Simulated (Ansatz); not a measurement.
# Bi2Te3 quintuple layer monolayer in a perpendicular field, part 2 of 2

Aim: how the Bi2Te3 quintuple layer monolayer screens a field along its normal, and what the field does to its bands. A positive field points along +c.

Ansatz 0.2.0; plane-wave DFT, PBE-D3(BJ), Ansatz PAW (set soft_1); PAW set soft_1.

So far. Step 2 (Relaxation): The lattice constant a goes from 4.440 to 4.354 Å.

### 3. Atoms held, field 0

A sawtooth potential applies the field, turning back in the middle of the vacuum. With the dipole correction the typed value is the field outside the slab. The induced dipole is small, so the SCF threshold is tight.

The cell differs from the one that the last finished run ended in (c 45.400 → 25.569 Å).

File input.yaml:

```yaml
crystal:
  lattice:
    - [4.35407079, 0.0, 0.0]
    - [-2.177035395, 3.770735914, 0.0]
    - [0.0, 0.0, 25.5688027461]
  atoms:
    - { symbol: Te, position: [0.3333333333, 0.6666666667, 0.3519914518] }
    - { symbol: Bi, position: [0.6666666667, 0.3333333333, 0.4199495025] }
    - { symbol: Te, position: [0.0, 0.0, 0.5] }
    - { symbol: Bi, position: [0.3333333333, 0.6666666667, 0.5800504975] }
    - { symbol: Te, position: [0.6666666667, 0.3333333333, 0.6480085482] }
kpoints:
  mp_grid: { grid: [12, 12, 1] }
  band_path:
    path: [[0, 0, 0], [0.5, 0, 0], [0.33333333, 0.33333333, 0], [0, 0, 0]]
    npoints: 16
hamiltonian:
  xc: pbe
  dispersion: d3bj
  pseudopotentials: { kind: paw, azcp: { folder: soft_1 } }
scf:
  occupations: { method: fermi_dirac, width: 0.02585 }
  convergence: { dr2_threshold: 1.0e-10 }
efield:
  axis: 3
  dipole_correction: true
  ramp_position: 0.97
  ramp_width: 0.06
  amplitude: 0
output:
  dos: { projected: true, e_range: [-6, 5] }
  write_potential: true
  write_density: true
  volumetric_format: npy
  elf: true
```

Command:

```sh
ansatz run input.yaml --threads 4 --pin off --max-ram 6144MiB --backend cpu --events-out ev --progress --plain --runs-dir out
```

Numbers of over 12 decimals in the logs are rounded to 6 here.

The program printed:

```text
[...]
Crystal: 5 atoms, lattice volume = 419.790 Å³
Basis set: ecut = 420 eV, 8311 PW (Γ)
Bands: 47, of which v1, the nominal top of the filled ones, is band 39 counted from 1 (38 counted from 0)
Symmetry: 6 space group operations
k-points: 19 of 144 (time reversal used)
[...]
SCF iter   1: F=—  HF=-45741.866872 eV  |F-HF|=—  |Δ(HF+E_count)|=         —  Δρ=1.24e-2  dr2=1.61e0  ethr=2.13e-3  p=0.000 e·Å  D=6.75e-14 V/Å  ΔV_dip=-0.00 eV  dr2_dipole=9.16e-12  V_vac-E_F(+/−)=4.97/4.97 eV  ⟨swp⟩=1.2  Hψ=5606  notcnv=0
efield: sawtooth ramp at fractional position 0.9700 (set: `efield.ramp_position`, or a place that a band, a saddle search or an elastic batch's reference lends), width 0.0600; the density the first Hamiltonian is built on has a dipole p = 0.000 e·Å; the dipole correction subtracts the counter field D = 6.75e-14 V/Å, which shifts the + side's vacuum level by -0.00 eV against the − side's; the planar-averaged density in the ramp window peaks in size at 9.9e-7 e/Å³
[...]
SCF iter   2: F=—  HF=-45741.623792 eV  |F-HF|=—  |Δ(HF+E_count)|=   2.43e-1  Δρ=5.86e-3  dr2=8.51e-1  ethr=2.07e-3  p=0.000 e·Å  D=7.41e-7 V/Å  ΔV_dip=-0.00 eV  dr2_dipole=2.45e-10  V_vac-E_F(+/−)=5.35/5.35 eV  ⟨swp⟩=3.9  Hψ=1575  notcnv=0  defer=8
[...]
SCF iter  14: F=-45741.549381 eV  HF=-45741.549381 eV  |F-HF|=1.46e-11  |Δ(HF+E_count)|=  1.46e-11  Δρ=2.84e-8  dr2=1.16e-11  ethr=1.00e-12  p=0.000 e·Å  D=5.61e-8 V/Å  ΔV_dip=-0.00 eV  dr2_dipole=1.63e-13  V_vac-E_F(+/−)=4.82/4.82 eV  ⟨swp⟩=3.0  Hψ=1780  notcnv=0
SCF 1 converged in 14 iterations: F = -45741.549381 eV  dr2 = 1.16e-11
[...]
NSCF: frozen V_eff on 49 k-points
efield: sawtooth ramp at fractional position 0.9700 (kept from the solve that this one continues, or follows in the run), width 0.0600; the density the first Hamiltonian is built on has a dipole p = 0.000 e·Å; the dipole correction subtracts the counter field D = 5.61e-8 V/Å, which shifts the + side's vacuum level by -0.00 eV against the − side's; the planar-averaged density in the ramp window peaks in size at 1.0e-6 e/Å³
[...]
SCF converged after 14 iterations
Free energy (F): -45741.549381 eV
[...]
Internal energy: -45741.549381 eV  (E = F + TS)
E sigma→0 (E₀):  -45741.549381 eV
Fermi energy:    0.860785 eV
Dipole field:    D = -0.000000 V/Å  (p = -0.000001 e·Å, saw-weighted, corrected)
Work function:   Φ+ = 4.8190 eV   Φ− = 4.8190 eV
Levels:          The Fermi level and band energies are counted from a zero that moves with the ramp; work functions are not
[...]
--- Band table (eV; the first three rows and the last of 19) ---
  k-point 0: bands = [... 35 lower, -0.5181, -0.1437, 0.0139, 0.0139, 1.3555, 1.9127, 1.9127, 2.7385, ... 4 higher]
  k-point 1: bands = [... 35 lower, -0.5691, -0.0714, 0.0523, 0.2795, 1.5801, 2.0060, 2.0238, 2.7129, ... 4 higher]
  k-point 2: bands = [... 35 lower, -0.8642, -0.0740, 0.0568, 0.2591, 1.7984, 2.2613, 2.3425, 3.1048, ... 4 higher]
  k-point 18: bands = [... 35 lower, -1.9952, -0.8654, -0.1523, -0.1523, 2.2157, 2.8853, 2.8853, 4.1706, ... 4 higher]
```

The job ended after 26 s (4 threads of Intel Xeon Platinum 8259CL at 2.50GHz (Skylake/Cascade Lake), shared host; peak memory 1.2 GiB).

Numbers from this step:

- gap on the k-mesh: 1.071 eV
- dipole along the normal: -7.40e-7 e·Å
- gap along the path: 1.056 eV
- smallest direct gap along the path: 1.299 eV
- ionisation energy, upper face: 5.381 eV
- electron affinity, upper face: 4.324 eV
- gap, the smaller of path and mesh: 1.056 eV

Running mean over a fixed 2.7 Å (it still follows the layers) of the planar mean; the ramp of the sawtooth is left out. Table of electron's electrostatic potential energy less the Fermi level by z:

z (Å), electron's electrostatic potential energy less the Fermi level (eV) and a bar from the least value:
```
      3.0       4.82 ##############################
      3.5       4.82 ##############################
      4.0       4.82 ##############################
      4.5       4.82 ##############################
      5.0       4.82 ##############################
      5.5       4.80 ##############################
      6.0       4.76 ##############################
      6.5       4.58 #############################
      7.0       3.86 ###########################
      7.5       2.44 #######################
      8.0       0.94 ###################
      8.5      -0.74 ##############
      9.0      -2.51 #########
      9.5      -4.49 ###
     10.0      -5.38 
     10.5      -5.23 #
     11.0      -4.94 #
     11.5      -4.69 ##
     12.0      -3.96 ####
     12.5      -2.85 #######
     13.0      -2.75 ########
     13.5      -3.83 #####
     14.0      -4.61 ##
     14.5      -4.92 #
     15.0      -5.18 #
     15.5      -5.41 
     16.0      -4.69 ##
     16.5      -2.79 ########
     17.0      -0.96 #############
     17.5       0.71 ##################
     18.0       2.25 ######################
     18.5       3.68 ###########################
     19.0       4.53 #############################
     19.5       4.75 ##############################
     20.0       4.80 ##############################
     20.5       4.81 ##############################
     21.0       4.82 ##############################
     21.5       4.82 ##############################
     22.0       4.82 ##############################
     22.5       4.82 ##############################
```

The density of states has structure finer than the step of the table below, so its rows give means over 0.2 eV, whole bins alone (the curve runs from -6 to 2.49 eV). Peaks (eV: height): -2.33: 9.75, -1.56: 16.0, -1.15: 14.5, -0.95: 9.32, -0.60: 12.0, 1.31: 17.2, 1.83: 15.5.

Table of density of states by energy, zero at the Fermi level of the run, which the smearing sets inside the gap; means over each step:

```tsv
energy (eV)	density of states (states/eV a cell)
-5.2	0
-5.0	0.743
-4.8	2.01
-4.6	1.84
-4.4	1.71
-4.2	2.09
-4.0	2.25
-3.8	4.10
-3.6	3.69
-3.4	4.86
-3.2	4.48
-3.0	4.71
-2.8	4.64
-2.6	5.58
-2.4	5.45
-2.2	3.96
-2.0	2.83
-1.8	2.50
-1.6	5.23
-1.4	3.68
-1.2	6.66
-1.0	6.64
-0.8	5.44
-0.6	2.98
-0.4	0
-0.2	0
0.0	0
0.2	0
0.4	0.00127
0.6	0.174
0.8	0.528
1.0	2.16
1.2	4.86
1.4	7.37
1.6	5.37
1.8	7.96
2.0	2.13
2.2	1.37
```

Projected DOS per atom over height of the atomic layer and energy from the Fermi level. Layers: Te Bi Te Bi Te from below.

Ten even steps from '0' (0.00 states/eV) to '9' (2.20 states/eV), each cell a mean:
```
01110
56065
58085
24042
00000
00000
00000
10101
71817
70907
61516
32123
53235
54345
44444
34443
23332
01210
12221
00000
00000
00000
```
Columns: height of the atomic layer (Å) from 9 to 16.6 (not evenly spaced); rows upwards: energy from the Fermi level (eV) from -5.96 to 2.41.

The electronic bands at the labelled points (eV, zero at the Fermi level of the run, which the smearing sets inside the gap):

```tsv
point	band 36	band 37	band 38	band 39	band 40	band 41	band 42	band 43
Γ	-1.38	-1.00	-0.85	-0.85	0.49	1.05	1.05	1.88
halfway	-1.85	-1.48	-0.88	-0.68	0.96	1.60	1.85	2.53
M	-2.35	-1.65	-1.21	-1.09	0.98	1.66	1.70	2.79
halfway	-2.64	-1.53	-1.20	-0.93	1.42	1.60	1.90	3.07
K	-2.86	-1.73	-1.01	-1.01	1.35	2.02	2.02	3.31
halfway	-2.00	-1.24	-0.89	-0.73	1.24	1.69	1.70	2.51
Γ	-1.38	-1.00	-0.85	-0.85	0.49	1.05	1.05	1.88
```

Valence density in the ca plane at fractional y = 0.333, with atoms of Bi and Te within 0.2 Å of it. It is the smooth field of the valence electrons, not physical close to the nuclei.

Ten steps, logarithmic in the rise over the least value, from '0' (0 e/Å³) to '9' (15 e/Å³), each cell a mean:
```
00000000000000000001111222211111100111222221
00000000000000000000112455421100000011245532
00000000000000000000124677631000000012368863
00000000000000000000125788741000000012479974
00000000000000000000114677631000000012368863
00000000000000000000112455321100000011234432
00000000000000000001111222111111101111122211
00000000000000000011111111111111111111111100
00000000000000000112211100011222211221100000
00000000000000000112211100011222111221110000
00000000000000000011111111111111111111111110
```
Columns run along c (16.0 Å, from fractional 0.07 to 0.70 of the cell), rows up along a (4.4 Å). Atoms in or near the plane, at fractional coordinates: Bi at (0.42, 0.67), Te at (0.65, 0.67).

ELF in the ca plane at fractional y = 0.333, with atoms of Bi and Te within 0.2 Å of it. It is the smooth field of the valence electrons, not physical close to the nuclei.

Ten even steps from '0' (0.00) to '9' (0.72), each cell a mean:
```
00000000000000013456654455433565421235788899
00000000000000000122334555653222110147865579
00000000000000000001245422464100000257631148
00000000000000000000245322364200000257520037
00000000000000000001235422564110000257631158
00000000000000001223344555653222111147865689
00000000000000023566654444434566422235788899
00000000000000246888876432236888643344456654
00000000000001358999887421258998744444321110
00000000000001257999887421258898744444322111
00000000000000136788875432236888633334466765
```
Columns run along c (16.0 Å, from fractional 0.07 to 0.70 of the cell), rows up along a (4.4 Å). Atoms in or near the plane, at fractional coordinates: Bi at (0.42, 0.67), Te at (0.65, 0.67).

Electrostatic potential energy in the ca plane at fractional y = 0.333, with atoms of Bi and Te within 0.2 Å of it. With pseudopotentials it is smooth inside the atoms' cores, unlike the true potential.

Values in eV, 6 rows by 16 columns, each cell a mean:
```
  6   6   6   6   6   5   5   2 -12 -13   2   4   3   1 -12  -8
  6   6   6   6   6   6   5   0 -31 -33  -2   5   4  -2 -16 -18
  6   6   6   6   6   6   5   1 -29 -31  -1   4   4  -1 -20 -19
  6   6   6   6   6   5   4   2  -5  -6   2   3   2   1  -5  -2
  6   6   6   6   6   5   2  -1   3   3   1   0  -1  -2   3   5
  6   6   6   6   6   5   3   0   2   2   1   1   0  -1   3   4
```
Columns run along c (16.0 Å, from fractional 0.07 to 0.70 of the cell; values clipped at the 3rd and 97th percentile), rows up along a (4.4 Å). Atoms in or near the plane, at fractional coordinates: Bi at (0.42, 0.67), Te at (0.65, 0.67).

The gap is 1.06 eV, with the valence edge 5.38 eV and the conduction edge 4.32 eV under the upper vacuum level. Spin-orbit coupling, left out in this run, matters for the bands of elements this heavy.

### 4. Atoms held, field 0.1 V/Å

Changes to input.yaml since step 3:

```diff
@@ -26,7 +26,6 @@
   dipole_correction: true
-  ramp_position: 0.97
-  ramp_width: 0.06
-  amplitude: 0
+  ramp_position: 0.964
+  ramp_width: 0.072
+  amplitude: 0.1
 output:
-  dos: { projected: true, e_range: [-6, 5] }
   write_potential: true
@@ -34,2 +33 @@
   volumetric_format: npy
-  elf: true
```

The program printed:

```text
[...]
Crystal: 5 atoms, lattice volume = 419.790 Å³
Basis set: ecut = 420 eV, 8311 PW (Γ)
Bands: 47, of which v1, the nominal top of the filled ones, is band 39 counted from 1 (38 counted from 0)
Symmetry: 6 space group operations
k-points: 19 of 144 (time reversal used)
[...]
k-point 0: bands = [... 35 lower, -0.5193, -0.1435, 0.0135, 0.0135, 1.3549, 1.9122, 1.9122, 2.7379, ... 4 higher]
  k-point 1: bands = [... 35 lower, -0.5697, -0.0720, 0.0518, 0.2792, 1.5795, 2.0054, 2.0233, 2.7124, ... 4 higher]
  k-point 2: bands = [... 35 lower, -0.8647, -0.0745, 0.0563, 0.2587, 1.7977, 2.2607, 2.3419, 3.1043, ... 4 higher]
  k-point 18: bands = [... 35 lower, -1.9916, -0.8659, -0.1535, -0.1521, 2.2151, 2.8825, 2.8870, 4.1700, ... 4 higher]
[key lines of the parts left out:]
SCF converged after 17 iterations
Free energy (F): -45741.553900 eV
Fermi energy:    0.860370 eV
Dipole field:    D = 0.038957 V/Å  (p = 0.090377 e·Å, saw-weighted, corrected)
```

Run time: 30 s. Hardware: 4 threads; peak memory 0.99 GiB; 2 min of CPU time.

The dipole is 0.0904 e·Å, and the gap 1.056 eV.

### 5. Atoms held, field -0.1 V/Å

Changes to input.yaml since step 4:

```diff
@@ -28,3 +28,3 @@
   ramp_width: 0.072
-  amplitude: 0.1
+  amplitude: -0.1
 output:
```

The program printed:

```text
[...]
Crystal: 5 atoms, lattice volume = 419.790 Å³
Basis set: ecut = 420 eV, 8311 PW (Γ)
Bands: 47, of which v1, the nominal top of the filled ones, is band 39 counted from 1 (38 counted from 0)
Symmetry: 6 space group operations
k-points: 19 of 144 (time reversal used)
[...]
k-point 0: bands = [... 35 lower, -0.5193, -0.1435, 0.0135, 0.0135, 1.3549, 1.9122, 1.9122, 2.7379, ... 4 higher]
  k-point 1: bands = [... 35 lower, -0.5697, -0.0720, 0.0518, 0.2792, 1.5795, 2.0054, 2.0233, 2.7124, ... 4 higher]
  k-point 2: bands = [... 35 lower, -0.8647, -0.0745, 0.0563, 0.2587, 1.7977, 2.2607, 2.3419, 3.1043, ... 4 higher]
  k-point 18: bands = [... 35 lower, -1.9916, -0.8659, -0.1535, -0.1521, 2.2151, 2.8825, 2.8870, 4.1700, ... 4 higher]
[key lines of the parts left out:]
SCF converged after 17 iterations
Free energy (F): -45741.553900 eV
Fermi energy:    0.860370 eV
Dipole field:    D = -0.038957 V/Å  (p = -0.090377 e·Å, saw-weighted, corrected)
```

The job ended after 30 s (4 threads; peak memory 1 GiB).

The dipole is -0.0904 e·Å, and the gap 1.056 eV.

### 6. Response, atoms held

This step: plane-wave DFT, PBE-D3(BJ), Ansatz PAW (set soft_1); response to a field along the normal, atoms held; PAW set soft_1 (Ansatz 0.2.0).

The dipoles give the slope, and the difference of two potentials shows where the field is screened.

Numbers from this step:

| Quantity | Value |
| --- | --- |
| equivalent conductor thickness p/(ε₀AE) | 9.961 Å |
| distance between the outer atoms | 7.569 Å |

Dipole of the cell against applied field:

```tsv
applied field (V/Å)	dipole of the cell (e·Å)
-0.1000	-0.0904
0.0000	-7.4e-7
0.1000	0.0904
```

Local field over the applied field, running mean. From the potentials at -0.1 and 0.1 V/Å; running mean over 2.5 Å. Local field over applied field against z:

```tsv
z (Å)	local field over applied field
4.5	0.997
5.0	0.993
5.5	0.980
6.0	0.949
6.5	0.879
7.0	0.757
7.5	0.595
8.0	0.418
8.5	0.249
9.0	0.115
9.5	0.0409
10.0	0.0170
10.5	0.0159
11.0	0.0221
11.5	0.0283
12.0	0.0276
12.5	0.0229
13.0	0.0226
13.5	0.0270
14.0	0.0286
14.5	0.0231
15.0	0.0166
15.5	0.0157
16.0	0.0356
16.5	0.101
17.0	0.228
17.5	0.394
18.0	0.571
18.5	0.736
19.0	0.866
19.5	0.942
20.0	0.977
20.5	0.992
21.0	0.997
```

Electrons, planar mean, per unit field. Induced electron density against z:

z (Å), induced electron density (e/Å³ per V/Å) and a bar from the least value:
```
      4.5    0.00001 ###############
      5.0    0.00003 ###############
      5.5    0.00009 ###############
      6.0    0.00025 ################
      6.5    0.00064 ##################
      7.0    0.00148 ######################
      7.5    0.00277 ############################
      8.0    0.00310 ##############################
      8.5    0.00153 ######################
      9.0    0.00097 ###################
      9.5    0.00039 #################
     10.0   -0.00003 ##############
     10.5   -0.00065 ###########
     11.0   -0.00019 ##############
     11.5    0.00016 ###############
     12.0    0.00027 ################
     12.5    0.00020 ################
     13.0   -0.00017 ##############
     13.5   -0.00025 #############
     14.0   -0.00019 ##############
     14.5    0.00012 ###############
     15.0    0.00063 ##################
     15.5    0.00015 ###############
     16.0   -0.00039 #############
     16.5   -0.00084 ##########
     17.0   -0.00143 ########
     17.5   -0.00294 
     18.0   -0.00293 
     18.5   -0.00165 ######
     19.0   -0.00073 ###########
     19.5   -0.00029 #############
     20.0   -0.00011 ##############
     20.5   -0.00004 ##############
     21.0   -0.00001 ###############
```

The smaller of the gaps on the path and on the k-mesh, counted as 0 under 0.03 eV. The gap stays at 1.06 eV for applied field from -0.1 to 0.1 V/Å.

By hand: between -0.1 and 0.1 V/Å the dipole changes by 0.1808 e·Å, a slope of 0.9038 e·Å²/V. A perfect conductor of thickness t has p = ε₀AEt, so t = 180.95 × 0.9038 / 16.418 = 9.96 Å (e/ε₀ = 180.95 V·Å, A in Å²).

The induced dipole is that of a conductor 9.96 Å thick.

### 7. Results

```yaml
gap_without_field: 1.06 eV
ionisation_energy_upper_face: 5.38 eV
electron_affinity_upper_face: 4.32 eV
equivalent_conductor_thickness_atoms_held: 9.96 Å
```

What this shows: The induced dipole equals that of a perfect conductor 9.96 Å thick, while the outer atoms lie 7.57 Å apart; an out-of-plane ε follows only once a thickness t is chosen, by 1 − 1/ε = 9.96 Å / t. The gap stays within 0.01 eV of 1.06 eV over the fields run, up to 0.1 V/Å in size. Semilocal functionals give gaps that are too small, and excitons are not included. Spin-orbit coupling is left out, which matters for the bands of elements this heavy.

[Logs are printed without paths, hosts, clocks, repeated set-up lines and the standing remarks that a program may print on its own settings, such as how far it seeks lower states.]

[Hosts, paths, dates, database ids (printed as entryN), source tags and the programs' standing remarks are cut or masked in the printed files.]

[Maps of the electrostatic potential energy from Ansatz leave out the sawtooth potential of an applied field or a dipole correction, so their vacuum need not be flat; planar profiles and work functions include it.]

[The density of states shown here was stored with 400 of the rows of the run's finer table, so its peaks can read low, often by over a quarter, or be missed, and its means over a window can be off by a tenth or more.]
